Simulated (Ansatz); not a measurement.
Consider Sn2S3 (Ottemannite).

Symmetry: Pnma, No. 62, orthorhombic system. Conventional cell: a = 8.878 Å, b = 3.751 Å, c = 14.020 Å, α = 90.00°, β = 90.00°, γ = 90.00°. Nearest to Sn lie 6 S at 2.50 to 2.60 Å. Sn has 4 S at 2.65 to 3.14 Å nearest. S has 4 Sn at 2.57 to 3.14 Å nearest. S has 3 Sn at 2.56 to 2.77 Å nearest. Nearest to S lie 3 Sn at 2.50 to 2.65 Å. Farther neighbours and most contacts between anions are not listed.

```xyz
20
Lattice="8.8780 0.0000 0.0000 0.0000 3.7510 0.0000 0.0000 0.0000 14.0200" Properties=species:S:1:pos:R:3 pbc="T T T"
Sn    1.4643    0.9377    0.7283
Sn    2.9747    2.8133    7.7383
Sn    5.9033    0.9377    6.2817
Sn    7.4137    2.8133   13.2917
Sn    4.3066    2.8133    2.3744
Sn    0.1324    0.9377    9.3844
Sn    8.7456    2.8133    4.6356
Sn    4.5714    0.9377   11.6456
S     8.7046    2.8133    1.4917
S     4.6124    0.9377    8.5017
S     4.2656    2.8133    5.5183
S     0.1734    0.9377   12.5283
S     3.0078    2.8133   13.9533
S     1.4312    0.9377    6.9433
S     7.4468    2.8133    7.0767
S     5.8702    0.9377    0.0667
S     2.5419    0.9377    2.9787
S     1.8971    2.8133    9.9887
S     6.9809    0.9377    4.0313
S     6.3361    2.8133   11.0413
```

The cell and positions come from the Crystallography Open Database and are kept as given unless a step says otherwise. PAW set soft_2, made with PBE.

Gaps computed with Ansatz 0.2.0 without a self-energy: LDA 0.53 eV, r2SCAN 0.83 eV, r2SCAN+SOC 0.83 eV, HSE06 1.23 eV and PBE0 1.87 eV.

Question: Estimate the G0W0@r2SCAN gap with 2×4×2 mesh, 905 empty bands, screening to 90 eV, default PAW files.

About 1.37 eV: on its mesh the run moves the gap from 0.88 eV by +0.54 eV, and the mesh misses the edges by 0.05 eV. Among the scalar-relativistic levels given, HSE06 is nearest (−0.14 eV). Bands and cutoff are finite, so the gap is not at the basis limit. The miss can reach some tenths of an eV and take either sign; the mesh is an error of its own. The 2×4×2 mesh is coarse for this cell (its supercell is 15 Å along the shortest edge). The RPA ε∞ on it, from the r2SCAN start, is 8.22 and 8.42; such meshes misread the long-range screening, most where the gap is narrow. The many-body steps are scalar-relativistic: spin-orbit coupling is not in them.

[Paths, hosts, dates, memory and timing lines, banners, echoed tables and standing remarks are left out of the program output.]

[Logs are printed without paths, hosts, clocks, repeated set-up lines and the standing remarks that a program may print on its own settings, such as how far it seeks lower states.]

[Runs of the session that timed out or met a known fault of the program may be left out.]

[Cells called generated may have been cut or substituted from an entry of the Crystallography Open Database or the Materials Project.]

[Hosts, paths, dates, database ids (printed as entryN), source tags and the programs' standing remarks are cut or masked in the printed files.]
